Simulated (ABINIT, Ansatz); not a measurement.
# SiGe3 (Pm-3m): phonons by linear response, part 6 of 6

Aim: the phonon dispersion of SiGe3 (Pm-3m), checked by a second program.

ABINIT 10.8.3; DFT LDA, scalar-relativistic, plane waves, HGH norm-conserving pseudopotentials.

So far, highest frequency (cm⁻¹): step 8 (dispersion) 153.

The structure was built from a prototype and need not be the compound's stable phase.

## 10. A second program

The same cell goes through another code, with its own cutoff. The potentials differ.

This step: DFT LDA, scalar-relativistic, plane waves, PseudoDojo norm-conserving pseudopotentials (Ansatz 0.2.0).

input.yaml

```yaml
crystal:
  lattice:
    - [4.0942784932, 0.0, 0.0]
    - [0.0, 4.0942784932, 0.0]
    - [0.0, 0.0, 4.0942784932]
  atoms:
    - { symbol: Si, position: [0.0, 0.0, 0.0] }
    - { symbol: Ge, position: [0.0, 0.5, 0.5] }
    - { symbol: Ge, position: [0.5, 0.0, 0.5] }
    - { symbol: Ge, position: [0.5, 0.5, 0.0] }
kpoints:
  mp_grid: { grid: [6, 6, 6] }
hamiltonian:
  xc: lda
  pseudopotentials: { kind: nc, accuracy: standard }
scf:
  occupations: { method: fermi_dirac, width: 0.27211 }
output:
  eigenvalues: true
phonons:
  method: dfpt
  qmesh: [2, 2, 2]
  temperatures: { t_max: 1000, t_step: 50 }
  qpath:
    path:
      - [[0.0, 0.0, 0.0], [0.0, 0.5, 0.0], [0.5, 0.5, 0.0], [0.0, 0.0, 0.0], [0.5, 0.5, 0.5], [0.0, 0.5, 0.0]]
      - [[0.5, 0.5, 0.5], [0.5, 0.5, 0.0]]
    npoints: 10
```

Launch:

```sh
$ ansatz run input.yaml --threads 4 --pin off --max-ram 8192MiB --backend cpu --events-out ev --progress --plain --runs-dir out
```

The log of the run:

```text
band count auto-derived: 30 (N_el = 46.0; filled up to band 23; 28 by the electrons, moments and atoms)
Engine: ansatz 0.2.0, x86_64-unknown-linux-gnu
Pseudopotentials: kind: nc
Pseudopotential: Si, nc, valence charge 4, recommended cutoff 435.38218 eV (normal), Si.nc.azcp (PseudoDojo's, or run here from an input of PseudoDojo's; its table is named by hamiltonian.pseudopotentials.accuracy)
Pseudopotential: Ge, nc, valence charge 14, recommended cutoff 1061.244064 eV (normal), Ge.nc.azcp (PseudoDojo's, or run here from an input of PseudoDojo's; its table is named by hamiltonian.pseudopotentials.accuracy)
Functional definition: SPW92
  exchange = slater_x
  correlation = pw_c
Crystal: 4 atoms, lattice volume = 68.633 Å³
Basis set: ecut = 1061.244064 eV, 5449 PW (Γ), exchange–correlation on 90×90×90 points (8 copies of the dense FFT grid, shifted against one another)
Bands: 30, of which v1, the nominal top of the filled ones, is band 23 counted from 1 (22 counted from 0)
Symmetry: 48 space group operations
k-points: 20 of 216
Non-local potential: Si, projectors of the file, l = 0: 2, l = 1: 2, l = 2: 2
Non-local potential: Ge, projectors of the file, l = 0: 2, l = 1: 2, l = 2: 2
Initial density: superposition of atomic densities (chi_scale 0.1, normalization cell, long waves kept (reshape's long-wave potential 0.00 eV rms))
Initial wavefunctions: pseudopotential atomic-orbital guess
Functional: x = slater, c = lda
SCF iter   1: F=—  HF=-7399.302890 eV  |F-HF|=—  |Δ(HF+E_count)|=         —  Δρ=1.57e-2  dr2=2.09e-1  ethr=3.10e-3  ⟨swp⟩=5.7  Hψ=2343  notcnv=0
preconditioner: auto → Kerker (q_TF=auto, 2.552 Å⁻¹)  [metal: Δε(μ)=0.091 eV  Ē_g=21.256 eV  σ=0.272 eV  W_gap=0.08  n_scr=18 (ndim 8)  ℏωp=30.4 eV  f_vac=0.000  D(μ)=1.93/eV (n_scr^D=18)]
SCF iter   2: F=—  HF=-7399.246559 eV  |F-HF|=—  |Δ(HF+E_count)|=   5.63e-2  Δρ=9.63e-3  dr2=7.73e-2  ethr=4.55e-4  ⟨swp⟩=1.0  Hψ=760  notcnv=0
SCF iter   3: F=—  HF=-7399.215497 eV  |F-HF|=—  |Δ(HF+E_count)|=   3.11e-2  Δρ=1.77e-3  dr2=1.03e-3  ethr=1.68e-4  ⟨swp⟩=3.0  Hψ=1124  notcnv=0
SCF iter   4: F=—  HF=-7399.215168 eV  |F-HF|=—  |Δ(HF+E_count)|=   3.28e-4  Δρ=5.23e-4  dr2=6.08e-5  ethr=2.24e-6  ⟨swp⟩=2.0  Hψ=1081  notcnv=0
SCF iter   5: F=—  HF=-7399.215151 eV  |F-HF|=—  |Δ(HF+E_count)|=   1.74e-5  Δρ=5.70e-5  dr2=2.66e-6  ethr=1.32e-7  ⟨swp⟩=2.2  Hψ=975  notcnv=0
SCF iter   6: F=—  HF=-7399.215089 eV  |F-HF|=—  |Δ(HF+E_count)|=   6.16e-5  Δρ=1.42e-5  dr2=2.53e-7  ethr=5.78e-9  ⟨swp⟩=2.1  Hψ=806  notcnv=0
SCF iter   7: F=—  HF=-7399.215089 eV  |F-HF|=—  |Δ(HF+E_count)|=   6.12e-8  Δρ=2.47e-6  dr2=4.77e-9  ethr=5.51e-10  ⟨swp⟩=2.0  Hψ=754  notcnv=0
SCF iter   8: F=—  HF=-7399.215089 eV  |F-HF|=—  |Δ(HF+E_count)|=   1.27e-9  Δρ=3.54e-7  dr2=8.19e-11  ethr=1.04e-11  ⟨swp⟩=2.0  Hψ=802  notcnv=0
SCF iter   9: F=-7399.215089 eV  HF=-7399.215089 eV  |F-HF|=1.82e-12  |Δ(HF+E_count)|=  3.64e-11  Δρ=5.73e-8  dr2=1.81e-12  ethr=1.00e-12  ⟨swp⟩=5.7  Hψ=2601  notcnv=0
SCF 1 converged in 9 iterations: F = -7399.215089 eV  dr2 = 1.81e-12
Initial density: read from a saved state, or passed on in memory by an earlier SCF of this step, an earlier step, the calling program or the single point that the run made first
iter 1 solved again at ethr=6.81e-9 eV; its pass at ethr=3.10e-3 eV (dr2=3.13e-6 eV) is discarded
SCF iter   1: F=—  HF=-7399.215089 eV  |F-HF|=—  |Δ(HF+E_count)|=         —  Δρ=1.59e-7  dr2=7.53e-12  ethr=6.81e-9  ⟨swp⟩=4.0  Hψ=4295  notcnv=0
eigensolver tolerance schedule: the retry pair's looser diagonalisation over-reported the residual by 416264.22 of it (diagonalisation noise at 10.78 of the residual, at the tolerance the schedule requests for it); recorded, not acted on — ethr = c·dr2/N_el stays at c = 1.0e-1
preconditioner: auto → Kerker (q_TF=auto, 2.552 Å⁻¹)  [metal: Δε(μ)=0.083 eV  Ē_g=21.613 eV  σ=0.272 eV  W_gap=0.08  n_scr=18 (ndim 8)  ℏωp=30.4 eV  f_vac=0.000  D(μ)=1.93/eV (n_scr^D=18)]
SCF iter   2: F=-7399.215089 eV  HF=-7399.215089 eV  |F-HF|=1.82e-12  |Δ(HF+E_count)|=   1.69e-7  Δρ=8.47e-8  dr2=1.20e-12  ethr=1.00e-12  ⟨swp⟩=6.5  Hψ=2669  notcnv=0
SCF 2 converged in 2 iterations: F = -7399.215089 eV  dr2 = 1.20e-12
phonons: the bands overlap, so this run is a metal and interpolates without the dipole-dipole term. If the crystal is really an insulator or semiconductor, its LO-TO splitting is missing
NSCF: frozen V_eff on 20 k-points
WARN: eigensolver did not converge in 2 slots of this pass, the one above among them; of largest residual over every band (k=4): 1 band(s) unlocked (lowest unlocked band 29, counted from 0; max residual 9.99e-5 eV among the unlocked bands, 9.99e-5 eV over every band); of lowest unlocked band (k=0): band 29
NSCF: frozen V_eff on 64 k-points
DFPT response loops at q = (0, 0, 0) (fractional): preconditioner auto → Kerker (q_TF=auto, 2.552 Å⁻¹) (partly filled bands, converged f_vac=0.000); β = 1.00, the filter's whole step (`scf.mixing.beta` (0.50) is not read by the response loops under this deck's `scf.mixing.preconditioner`; to damp them name `kerker` or `kerker_dos`, under which they read `scf.mixing.beta`, and type it under 1.00, their step now; both keys bind the ground state too); Broyden in place of MSR1
NSCF: frozen V_eff on 128 k-points
DFPT response loops at q = (0, 0, -0.5) (fractional): mixed as the last ones told, above
NSCF: frozen V_eff on 128 k-points
DFPT response loops at q = (0, -0.5, -0.5) (fractional): mixed as the last ones told, above
NSCF: frozen V_eff on 128 k-points
DFPT response loops at q = (-0.5, -0.5, -0.5) (fractional): mixed as the last ones told, above
SCF converged after 9 iterations
Free energy (F): -7399.215089 eV
Harris-Foulkes:  -7399.215089 eV  (|F-HF|=1.82e-12)
Internal energy: -7398.753871 eV  (E = F + TS)
E sigma→0 (E₀):  -7398.984480 eV
Entropy (-TS):   -0.461218 eV (-115.304 meV/atom)
Fermi energy:    12.270977 eV
--- Per-component energies (eV) ---
  E_band       = -269.002125
  E_kinetic    = 5507.290986
  E_local      = -4785.462395  (includes V_loc(G=0)·N_el)
  E_nonlocal   = -3762.688253
  E_hartree    = 1999.227560
  E_xc         = -1794.671558
  E_vxc        = -1226.597614  (∫ρ·V_xc dr)
  E_ewald      = -4562.450211
  E_smearing   = -0.461218  (= −TS)
  E_closure    = -0.000000  (closes the sum)
  Σ components = -7399.215089   (vs F -7399.215089, Δ=0.00e0)
--- Band table (eV; the first three rows and the last of 20) ---
  k-point 0: bands = [... 19 lower, 7.5837, 7.5837, 7.5945, 14.9312, 14.9312, 14.9312, 15.1204, 15.1204, ... 3 higher]
  k-point 1: bands = [... 19 lower, 7.8405, 7.8405, 10.3365, 13.5799, 13.5799, 13.8229, 13.8662, 15.2708, ... 3 higher]
  k-point 2: bands = [... 19 lower, 8.6039, 8.6039, 11.5559, 11.5559, 12.2122, 12.3927, 13.5859, 16.0009, ... 3 higher]
  k-point 19: bands = [... 19 lower, 6.1572, 6.2321, 6.2321, 6.2321, 19.3549, 19.3549, 19.3549, 19.7583, ... 3 higher]
--- Phonons (Γ-DFPT): 3 representative perturbations + reference (Σ response iterations 8) ---
  ASR residual: 6.521e-5 → 0.000e0 eV/Å²; symmetrization residual: 8.207e-6 eV/Å²
  ASR residual per site (eV/Å²): 6.52e-5 6.12e-5 6.12e-5 6.12e-5
  Γ frequencies (cm⁻¹): -104.52 -104.52 -104.52 -82.16 -82.16 -82.16 0.00 0.00 0.00 141.62 141.62 141.62
--- Phonons (arbitrary-q DFPT): 4 irreducible q on the 2×2×2 mesh ---
  q = [0.0000, 0.0000, 0.0000] (star 1, of the zone-centre solve; hermiticity 8.21e-6, symmetrization 1.14e-13): -104.52 -104.52 -104.52 -82.16 -82.16 -82.16 -0.00 0.00 0.00 141.62 141.62 141.62
  q = [0.0000, 0.0000, -0.5000] (star 3, 7 solved perturbations in 400 linear systems a pass and spin channel, the states on 64 of 216 k-point pairs; hermiticity 3.04e-6, symmetrization 2.34e-12, the responses' own estimated error 1.7e-4 eV/Å²): 33.77 33.77 44.86 44.86 74.56 96.75 98.86 98.86 102.67 115.98 115.98 127.00
  q = [0.0000, -0.5000, -0.5000] (star 3, 7 solved perturbations in 400 linear systems a pass and spin channel, the states on 64 of 216 k-point pairs; hermiticity 2.80e-6, symmetrization 1.35e-11, the responses' own estimated error 1.7e-4 eV/Å²): -46.22 33.88 33.88 49.78 75.47 75.47 96.13 99.02 113.81 113.81 116.83 132.88
  q = [-0.5000, -0.5000, -0.5000] (star 1, 3 solved perturbations in 144 linear systems a pass and spin channel, the states on 64 of 216 k-point pairs; hermiticity 2.04e-6, symmetrization 1.14e-11, the responses' own estimated error 1.5e-4 eV/Å²): -58.48 -58.48 -58.48 -14.28 -14.28 -14.28 39.55 39.55 137.89 137.89 137.89 160.99
  sum rule: each row above includes the acoustic sum rule's correction from the zone centre's row sums; it moved no ω² by more than (0.79 cm⁻¹)²
  mesh force constants: q→R imaginary residual 1.16e-17; ASR residual 6.521e-5 → 0.000e0 eV/Å²; symmetrization residual 1.554e-15 eV/Å²
  interpolated dispersion: 62 rows × 12 modes
  density of states and harmonic sums: on the 16×16×16 q-mesh, interpolated from the force constants of a 2×2×2 supercell (no non-analytic term)
  largest difference from the sums on the solved wave vectors: F 1.36e-1 eV, S 1.57e-4 and C_V 4.13e-5 eV/K
  zero-point energy: 0.051088 eV/cell   skipped modes (ω ≤ 0): 371, of them read as no rigid motion or as one in doubt: 368 (2.008e0 modes/cell left out, lowest -104.52 cm⁻¹)   left out of the sums: 1.67e-1 of the cell's modes: C_V's classical limit lies that fraction below 3 k_B per atom; for a crystal, a wire or a layer, F and S can be off by more, and a phonons.interpolated_qmesh denser along its periods is the remedy for the sampling
```

Run time: 3.9 min. Hardware: 4 threads of Intel Xeon at 2.70GHz, shared host; peak memory 1.4 GiB; 14 min of CPU time.

Numbers from this step:

| Quantity | Value |
| --- | --- |
| sum-rule residual before enforcement | 6.52e-5 eV/Å² |
| lowest frequency on the path | -104.5 cm⁻¹ |
| share of modes beyond 3i cm⁻¹ on the dense interpolated mesh | 0.1656 |
| highest optical zone-centre mode (no LO-TO term) | 141.6 cm⁻¹ |
| lowest optical zone-centre mode | -104.5 cm⁻¹ |
| lowest mode on the q mesh (acoustic ones at the zone centre apart) | -104.5 cm⁻¹ |

## 11. The two compared: ABINIT HGH and Ansatz, PseudoDojo

Worked out from the results:

| Quantity | Value |
| --- | --- |
| root-mean-square difference | 7.59 cm⁻¹ |
| largest difference | 15.89 cm⁻¹ |
| root-mean-square difference on the path | 9.5 cm⁻¹ |
| largest difference on the path | 49.8 cm⁻¹ |

The 12 of 45 modes that differ most. Frequencies side by side:

```csv
q (reciprocal lattice),mode,ABINIT HGH (cm⁻¹),"Ansatz, PseudoDojo (cm⁻¹)"
0 0 0,10,133.2,141.6
0 0 0,11,133.2,141.6
0 0 0,12,133.2,141.6
0.5 0 0,7,89.57,98.86
0.5 0.5 0,9,104.6,113.8
0.5 0.5 0,10,104.6,113.8
0.5 0.5 0.5,4,-30.17,-14.28
0.5 0.5 0.5,5,-30.17,-14.28
0.5 0.5 0.5,6,-30.17,-14.28
0.5 0.5 0.5,9,128.5,137.9
0.5 0.5 0.5,10,128.5,137.9
0.5 0.5 0.5,11,128.5,137.9
```

At the solved wavevectors the largest difference (acoustic modes at Γ apart) is 10 % of the highest mode (on the interpolated path 33 %), but 53 % of the mode at 30i cm⁻¹ on which it sits.

## 12. Results

```json
{
  "space group after relaxation": "Pm-3m",
  "volume per atom": "17.2 Å³",
  "highest optical zone-centre mode (no LO-TO term)": "133.2 cm⁻¹",
  "lowest optical zone-centre mode": "-111.5 cm⁻¹",
  "q mesh": "2×2×2",
  "lowest mode on the q mesh (acoustic ones at the zone centre apart)": "-111.5 cm⁻¹",
  "imaginary modes on the q mesh": "yes",
  "largest difference from Ansatz, PseudoDojo": "15.9 cm⁻¹"
}
```

**Reading.** SiGe3 (Pm-3m) is unstable: a mode solved on the 2×2×2 mesh is imaginary, 111i cm⁻¹; its spectrum reaches 153 cm⁻¹. At the LDA level the optical modes of SiGe3 (Pm-3m) at the zone centre run from 111i to 133 cm⁻¹, so the structure is a saddle point, with 6 modes beyond 10i cm⁻¹ there. On other potentials, and in a cell that was not relaxed for them, the second run differs strongly on some modes. The most unstable solved mode lies at the zone centre, but modes at other wavevectors are imaginary too, so the distortion may enlarge the cell. ABINIT HGH and Ansatz, PseudoDojo differ by 7.6 cm⁻¹ in the root mean square and by 15.9 cm⁻¹ at most, 10.4 % of the highest mode compared (acoustic modes at Γ left out; ABINIT's values are those before the sum rule); the two use different potentials, and the cell was not relaxed for the second set. Their interpolated bands part by up to 50 cm⁻¹. These are harmonic frequencies: anharmonic shifts and widths and the lattice's thermal expansion are left out. The Fermi-Dirac smearing of 0.01 Ha is an electronic temperature of 3158 K, which adds a pressure of its own and can shift the volume and soft modes. The HGH files keep few electrons and have no core correction, which is cheap but rough for Ge. In a metal the frequencies hang on the k mesh and the smearing, most of all near Kohn anomalies. The q mesh stands for a supercell only 8.2 Å across, so branches between the solved wavevectors are rough. The structure is a hypothetical one, built on a prototype.

[Host names and launcher messages were left out of these logs when they were recorded.]

[Logs are printed without paths, hosts, clocks, repeated set-up lines and the standing remarks that a program may print on its own settings, such as how far it seeks lower states.]

[Hosts, paths, dates, database ids (printed as entryN), source tags and the programs' standing remarks are cut or masked in the printed files.]
